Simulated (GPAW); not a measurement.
# RuBr2 (1T monolayer): sheet polarisability

What do local fields do to the response of RuBr2 (1T monolayer)?

Calculated with GPAW 26.7.0; LDA and many-body steps on it, plane waves.

Most raw output is cut from this account.

### 1. Starting point

The cell holds 3 atoms: 1 Ru and 2 Br. Cell: a = 3.688 Å, b = 3.688 Å, c = 14.200 Å, α = 90.0°, β = 90.0°, γ = 120.0°. Vacuum lies along c.

As a file:

```xyz
3
Lattice="3.6879 0.0000 0.0000 -1.8440 3.1938 0.0000 0.0000 0.0000 14.2000" Properties=species:S:1:pos:R:3
Ru    0.0000    0.0000    7.1000
Br    0.0000    2.1292    8.3819
Br    1.8440    1.0646    5.8181
```

The structure was relaxed with LDA. The runs that relaxed it are not among those shown.

### 2. Empty states on the mesh, 12×12×1 mesh, 85 bands

This step: GPAW 26.7.0; DFT, LDA, plane waves, PAW.

The sums over transitions need many empty states on a uniform mesh; this step solves for them.

Contents of run.py:

```python
import json
import numpy as np
from gpaw.mpi import world
from gpaw import GPAW

calc = GPAW('gs.gpw').fixed_density(kpts={'size': (12, 12, 1), 'gamma': True},
    nbands=99,
    convergence={'bands': 85},
    txt='nscf.txt')
calc.write('full.gpw', mode='all')
res = {}
kpts = calc.get_ibz_k_points()
res['kpts'] = kpts
res['eigenvalues'] = [calc.get_eigenvalues(kpt=k) for k in range(len(kpts))]
res['n_electrons'] = calc.get_number_of_electrons()

if world.rank == 0:
    with open('result.json', 'w') as f:
        json.dump(res, f, default=lambda x: x.tolist())
```

Command:

```sh
mpirun -n 8 gpaw python run.py
```

Wall time 24 s (8 MPI ranks of Arm Neoverse V2, shared host); peak memory 1.5 GiB.

This step gave:

```
gap                                                           : 1.041 eV
k of the valence top                                          : 0.25, -0.0833, 0
k of the conduction bottom                                    : 0.25, 0, 0
least direct gap                                              : 1.046 eV
k points computed                                             : 19
lowest point of the top converged band, above the valence top : 31.13 eV
```

On this mesh the gap is 1.041 eV.

### 3. RPA response

The response function is computed on a frequency grid, with local fields up to the given cutoff.

This step: linear response, RPA, on LDA, plane waves, PAW.

Contents of run.py:

```python
import json
import numpy as np
from gpaw.mpi import world
from gpaw.response.df import DielectricFunction

df = DielectricFunction('full.gpw',
    ecut=50,
    nbands=85,
    eta=0.2,
    frequencies={'type': 'nonlinear', 'domega0': 0.05, 'omega2': 10.0},
    intraband=False,
    truncation='2D',
    txt='df.txt')
res = {'optical': {}, 'eels': []}
for d in 'x':
    y0, y = df.get_polarizability(direction=d, xc='RPA', filename=None)
    res['optical'][d] = [y0.real, y0.imag, y.real, y.imag]
res['w'] = df.get_frequencies()
for q_c in [[0.0833333333, 0, 0], [0.25, 0, 0], [0.5, 0, 0], [0.75, 0, 0], [1.25, 0, 0]]:
    res['eels'].append(df.get_eels_spectrum(q_c=q_c, xc='RPA', filename=None))

if world.rank == 0:
    with open('result.json', 'w') as f:
        json.dump(res, f, default=lambda x: x.tolist())
```

Command:

```sh
mpirun -n 8 gpaw python run.py
```

Run time: 38 s. Hardware: 8 MPI ranks; peak memory 4.1 GiB; 4.5 min of CPU time.

This step gave:

* static polarisability of the sheet (Å): 4.199
* the same without local fields: 4.538

The static value is 4.20.

The Im polarisability of the sheet has structure finer than the step of the table below, so its rows give means over 2 eV, whole bins alone (the curve runs from 0 to 39.8 eV). Peaks (eV: height): xx, no local fields 2.2: 3.86, 5.2: 3.95, 10.2: 2.20; xx, local fields 2.2: 3.73, 5.2: 3.43, 10.2: 1.91.

RPA, broadening 0.2 eV. Table of Im polarisability of the sheet by photon energy; means over each step:

```csv
photon energy (eV),"xx, no local fields (Å)","xx, local fields (Å)"
2,2.74,2.64
4,2.30,1.94
6,3.02,2.81
8,1.70,1.62
10,1.86,1.61
12,1.57,1.18
14,1.26,0.992
16,0.601,0.632
18,0.369,0.346
20,0.259,0.300
22,0.209,0.274
24,0.143,0.213
26,0.103,0.155
28,0.0859,0.137
30,0.0619,0.107
32,0.0495,0.0910
34,0.0269,0.0748
36,0.0172,0.0642
38,0.00738,0.0241
```

### 4. RPA response, local-field cutoff (12×12×1 mesh, 85 bands, screening to 15 eV, broadening 0.2 eV)

run.py, as its differences from that of step 3:

```diff
@@ -6,3 +6,3 @@
 df = DielectricFunction('full.gpw',
-    ecut=50,
+    ecut=15,
     nbands=85,
@@ -18,3 +18,3 @@
 res['w'] = df.get_frequencies()
-for q_c in [[0.0833333333, 0, 0], [0.25, 0, 0], [0.5, 0, 0], [0.75, 0, 0], [1.25, 0, 0]]:
+for q_c in [[0.5, 0, 0]]:
     res['eels'].append(df.get_eels_spectrum(q_c=q_c, xc='RPA', filename=None))
```

Command:

```sh
mpirun -n 8 gpaw python run.py
```

Wall time 10 s (8 MPI ranks); peak memory 2.4 GiB.

This step gave:

| Item | Value |
| --- | --- |
| static polarisability of the sheet (Å) | 4.537 |
| the same without local fields | 4.538 |

The static value is 4.54.

### 5. RPA response, fewer bands (12×12×1 mesh, 17 bands, screening to 50 eV, broadening 0.2 eV)

run.py, as its differences from that of step 4:

```diff
@@ -6,4 +6,4 @@
 df = DielectricFunction('full.gpw',
-    ecut=15,
-    nbands=85,
+    ecut=50,
+    nbands=17,
     eta=0.2,
@@ -18,3 +18,3 @@
 res['w'] = df.get_frequencies()
-for q_c in [[0.5, 0, 0]]:
+for q_c in []:
     res['eels'].append(df.get_eels_spectrum(q_c=q_c, xc='RPA', filename=None))
```

Command:

```sh
mpirun -n 8 gpaw python run.py
```

Run time: 5.7 s. Hardware: 8 MPI ranks; peak memory 3.4 GiB.

This step gave:

```
static polarisability of the sheet (Å) : 3.298
the same without local fields          : 3.411
```

### 6. RPA response, scissors (12×12×1 mesh, 85 bands, screening to 50 eV, broadening 0.2 eV)

run.py, as its differences from that of step 5:

```diff
@@ -7,3 +7,3 @@
     ecut=50,
-    nbands=17,
+    nbands=85,
     eta=0.2,
@@ -12,2 +12,3 @@
     truncation='2D',
+    eshift=1.0,
     txt='df.txt')
```

Command:

```sh
mpirun -n 8 gpaw python run.py
```

Wall time 8.7 s (8 MPI ranks); peak memory 3.8 GiB; 61 s of CPU time.

This step gave:

| Quantity | Value |
| --- | --- |
| static polarisability of the sheet (Å) | 3.170 |
| the same without local fields | 3.426 |

The static value is 3.17.

### 7. RPA response, no empty band (12×12×1 mesh, 15 bands, screening to 30 eV, broadening 0.2 eV)

run.py, as its differences from that of step 6:

```diff
@@ -6,4 +6,4 @@
 df = DielectricFunction('full.gpw',
-    ecut=50,
-    nbands=85,
+    ecut=30,
+    nbands=15,
     eta=0.2,
@@ -12,3 +12,2 @@
     truncation='2D',
-    eshift=1.0,
     txt='df.txt')
```

Command:

```sh
mpirun -n 8 gpaw python run.py
```

Run time: 4.8 s. Hardware: 8 MPI ranks; peak memory 2.5 GiB.

Numbers from this step:

```yaml
static_polarisability_of_the_sheet_a: 0
the_same_without_local_fields: 0
```

The run ended normally, though the input holds a fault or crude settings.

The fault put into this input: no empty band.

### 8. The runs together

Times are wall times on 8 MPI ranks of Arm Neoverse V2, shared host, good to a factor of about two.

The polarisability of a sheet is α = (ε − 1) L / 4π, with L the height of the cell, and does not depend on L.

```csv
run,static polarisability (Å),without local fields,time
RPA response,4.20,4.54,38 s
"RPA response, local-field cutoff (12×12×1 mesh, 85 bands, screening to 15 eV, broadening 0.2 eV)",4.54,4.54,10 s
"RPA response, fewer bands (12×12×1 mesh, 17 bands, screening to 50 eV, broadening 0.2 eV)",3.30,3.41,5.7 s
"RPA response, scissors (12×12×1 mesh, 85 bands, screening to 50 eV, broadening 0.2 eV)",3.17,3.43,8.7 s
```

### 9. What came out

| Item | Value |
| --- | --- |
| RPA response | static polarisability (Å) 4.20 |
| RPA response, local-field cutoff (12×12×1 mesh, 85 bands, screening to 15 eV, broadening 0.2 eV) | static polarisability (Å) 4.54 |
| RPA response, fewer bands (12×12×1 mesh, 17 bands, screening to 50 eV, broadening 0.2 eV) | static polarisability (Å) 3.30 |
| RPA response, scissors (12×12×1 mesh, 85 bands, screening to 50 eV, broadening 0.2 eV) | static polarisability (Å) 3.17 |

What this shows: In the optical limit the electronic static polarisability (Å) is 4.20, against 4.54 without local fields. RPA response, local-field cutoff (12×12×1 mesh, 85 bands, screening to 15 eV, broadening 0.2 eV): static polarisability (Å) = 4.54. RPA response, fewer bands (12×12×1 mesh, 17 bands, screening to 50 eV, broadening 0.2 eV): static polarisability (Å) = 3.30. RPA response, scissors (12×12×1 mesh, 85 bands, screening to 50 eV, broadening 0.2 eV): static polarisability (Å) = 3.17. ε(0) converges slowly with a Γ-centred mesh, and this one is not shown settled. Unless a shift is named, the levels are those of the density functional, and only a kernel with a long-range part can bind an exciton.

[Paths, hosts, dates, memory and timing lines, banners, echoed tables and standing remarks are left out of the program output.]

[Logs are printed without paths, hosts, clocks, repeated set-up lines and the standing remarks that a program may print on its own settings, such as how far it seeks lower states.]

[Runs of the session that timed out or met a known fault of the program may be left out.]

[Hosts, paths, dates, database ids (printed as entryN), source tags and the programs' standing remarks are cut or masked in the printed files.]
